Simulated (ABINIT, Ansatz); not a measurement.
**CsGeCl3 (R3m): changed settings of a GW run in ABINIT**

Aim: change inputs of a GW run on CsGeCl3 (R3m) and see what moves.

Method: LDA and many-body steps on it, plane waves, in ABINIT 10.8.3.

This is a report of a sequence of runs, with most program output left out.

## (1) The structure

Symmetry: R3m, No. 160, trigonal system. The conventional cell has a = 7.694 Å, b = 7.694 Å, c = 9.535 Å, α = 90.00°, β = 90.00°, γ = 120.00°. Nearest to Cs lie 12 Cl at 3.86 to 3.90 Å. Nearest to Ge lie 3 Cl at 2.37 Å. Cl has 2 Ge at 2.37 to 3.10 Å and 4 Cs at 3.86 to 3.90 Å nearest. Farther neighbours and most contacts between anions are not listed.

Structure file:

```cif
data_structure
_symmetry_space_group_name_H-M 'R3m:H'
_symmetry_Int_Tables_number 160
_cell_length_a 7.6936
_cell_length_b 7.6936
_cell_length_c 9.5349
_cell_angle_alpha 90.000
_cell_angle_beta 90.000
_cell_angle_gamma 120.000
_cell_volume 488.78
loop_
_atom_site_label
_atom_site_type_symbol
_atom_site_symmetry_multiplicity
_atom_site_Wyckoff_symbol
_atom_site_fract_x
_atom_site_fract_y
_atom_site_fract_z
_atom_site_occupancy
Cs1 Cs 3 a 0.33333 0.66667 0.66507 1
Ge1 Ge 3 a 0.33333 0.66667 0.18220 1
Cl1 Cl 9 b 0.18269 0.36538 0.31402 1
```

The cell and positions are those that the Materials Project relaxed with its own functionals (PBE, PBE+U or r2SCAN), kept fixed. Spin-orbit coupling is left out unless a step names it.

## (2) Screening, 2×2×2 mesh, 146 bands, screening to 141.5 eV

This step: ABINIT 10.8.3; RPA screening on LDA, plane waves, norm-conserving pseudopotentials.

The RPA dielectric matrix is built and inverted for each q.

run.abi

```
acell 3*1.0 Angstrom
rprim 
  3.846816390705 2.220960478697 3.178300533600
  -3.846816390705 2.220960478697 3.178300533600
  0.000000000000 -4.441920957394 3.178300533600
ntypat 3
znucl 55 32 17
natom 5
typat 1 2 3 3 3
xred 
  0.998403350000 0.998403350000 0.998403350000
  0.515533150000 0.515533150000 0.515533150000
  0.496712670000 0.496712670000 0.948638170000
  0.496712670000 0.948638170000 0.496712670000
  0.948638170000 0.496712670000 0.496712670000
pp_dirpath "pseudos"
pseudos "Cs.upf, Ge.upf, Cl.upf"
ecut 56
ngkpt 2 2 2
nshiftk 1
shiftk 0 0 0
kptopt 1
chksymbreak 0
istwfk *1
occopt 1
irdwfk 1
optdriver 3
nband 146
ecuteps 5.2
inclvkb 2
awtr 1
symchi 1
indata_prefix "in"
outdata_prefix "out"
tmpdata_prefix "tmp"
```

Started as:

```console
OMP_NUM_THREADS=1 mpirun -n 8 abinit run.abi > log
```

Elapsed: 44 s, on 8 MPI ranks of Arm Neoverse V2, shared host; peak memory 4.7 GiB.

This step gave:

* ε∞ with local fields, on this mesh, along the program's q direction: 5.957
* the same without local fields: 7.229
* plasma frequency: 20.98 eV
* plane waves in the screening matrix: 619

Local fields lower ε∞ by 18 %. On a Γ-centred mesh this coarse the value itself is usually too large, while a short band sum pulls it down.

## (3) Base

The self-energy is evaluated for the states that the input lists, and the levels follow from it, in one-shot runs by the linearised quasiparticle equation.

This step: G0W0 on LDA, plane waves, norm-conserving pseudopotentials.

run.abi: that of step 2 with these lines changed.

```diff
@@ -26,8 +26,17 @@
 irdwfk 1
-optdriver 3
+optdriver 4
 nband 146
+gwcalctyp 0
+ecutsigx 56
+symsigma 1
+nkptgw 2
+kptgw 
+  0.5000000000 0.5000000000 0.5000000000
+  0.0000000000 0.0000000000 0.0000000000
+bdgw 
+  25 28
+  24 29
 ecuteps 5.2
-inclvkb 2
-awtr 1
-symchi 1
+irdscr 1
+ppmodel 1
 indata_prefix "in"
```

Wall time 17 s (8 MPI ranks); peak memory 2.9 GiB; 2.3 min of CPU time.

This step gave:

```yaml
g0w0_gap_on_the_points_computed: 3.623 eV
starting_gap_on_the_mesh: 1.977 eV
k_of_the_valence_top: 0.5, 0.5, 0.5
k_of_the_conduction_bottom: 0.5, 0.5, 0.5
z_at_the_valence_top: 0.788
z_at_the_conduction_bottom: 0.809
least_direct_g0w0_gap_on_the_computed_points: 3.623 eV
```

The gap on the mesh goes from 1.98 eV to 3.62 eV, a correction of +1.65 eV.

## (4) Screening cutoff above the file's

run.abi: that of step 3 with these lines changed.

```diff
@@ -38,3 +38,3 @@
   24 29
-ecuteps 5.2
+ecuteps 20.8
 irdscr 1
@@ -44 +44,2 @@
 tmpdata_prefix "tmp"
+gwmem 10
```

Started as:

```console
OMP_NUM_THREADS=4 mpirun -n 2 abinit run.abi > log
```

The job ended after 24 s (2 MPI ranks; peak memory 0.75 GiB).

The run ended normally, though the input holds a fault or crude settings.

The fault put into this input: screening cutoff above the file's. It printed a gap of 3.62 eV, the value of the sound run: the program fell back on what its files hold, so an unchanged gap is no proof of convergence.

## (5) The runs together

Times are wall times on 8 MPI ranks of Arm Neoverse V2, shared host, good to a factor of about two. A run's time includes the screening step that it read.

```tsv
run	mesh	bands	screening cutoff (eV)	DFT gap (eV)	gap on the mesh (eV)	direct (eV)	ε∞ used	time
base	2×2×2	146	141.5	1.977	3.623	3.623	5.96	61 s
```

## (6) Outcome

| Property | Result |
| --- | --- |
| base | 3.623 eV |
| known limits | not at the basis limit; no spin-orbit coupling; coarse k mesh |

What this shows: Bands and cutoff are finite, so the gap is not at the basis limit. The miss can reach some tenths of an eV and take either sign; the mesh is an error of its own. In the G0W0 run levels were corrected at 2 k points alone, so a gap called «on the mesh» is the least over those, and an edge elsewhere would be missed. The 2×2×2 mesh is coarse for this cell, which bears on the long-range parts of exchange and screening. The many-body steps are scalar-relativistic: spin-orbit coupling is not in them.

[Paths, hosts, dates, memory and timing lines, banners, echoed tables and standing remarks are left out of the program output.]

[Logs are printed without paths, hosts, clocks, repeated set-up lines and the standing remarks that a program may print on its own settings, such as how far it seeks lower states.]

[Runs of the session that timed out or met a known fault of the program may be left out.]

[Hosts, paths, dates, database ids (printed as entryN), source tags and the programs' standing remarks are cut or masked in the printed files.]

[G0W0 gaps are taken among the corrected bands and points alone; a level outside them can change the order at an edge.]

[Where Ansatz stands beside ABINIT at settings called matched, ABINIT's density can come from a denser mesh and the files from another edition; pairs whose starting gaps differed by over 0.03 eV were left out, so agreement reads better than it is.]
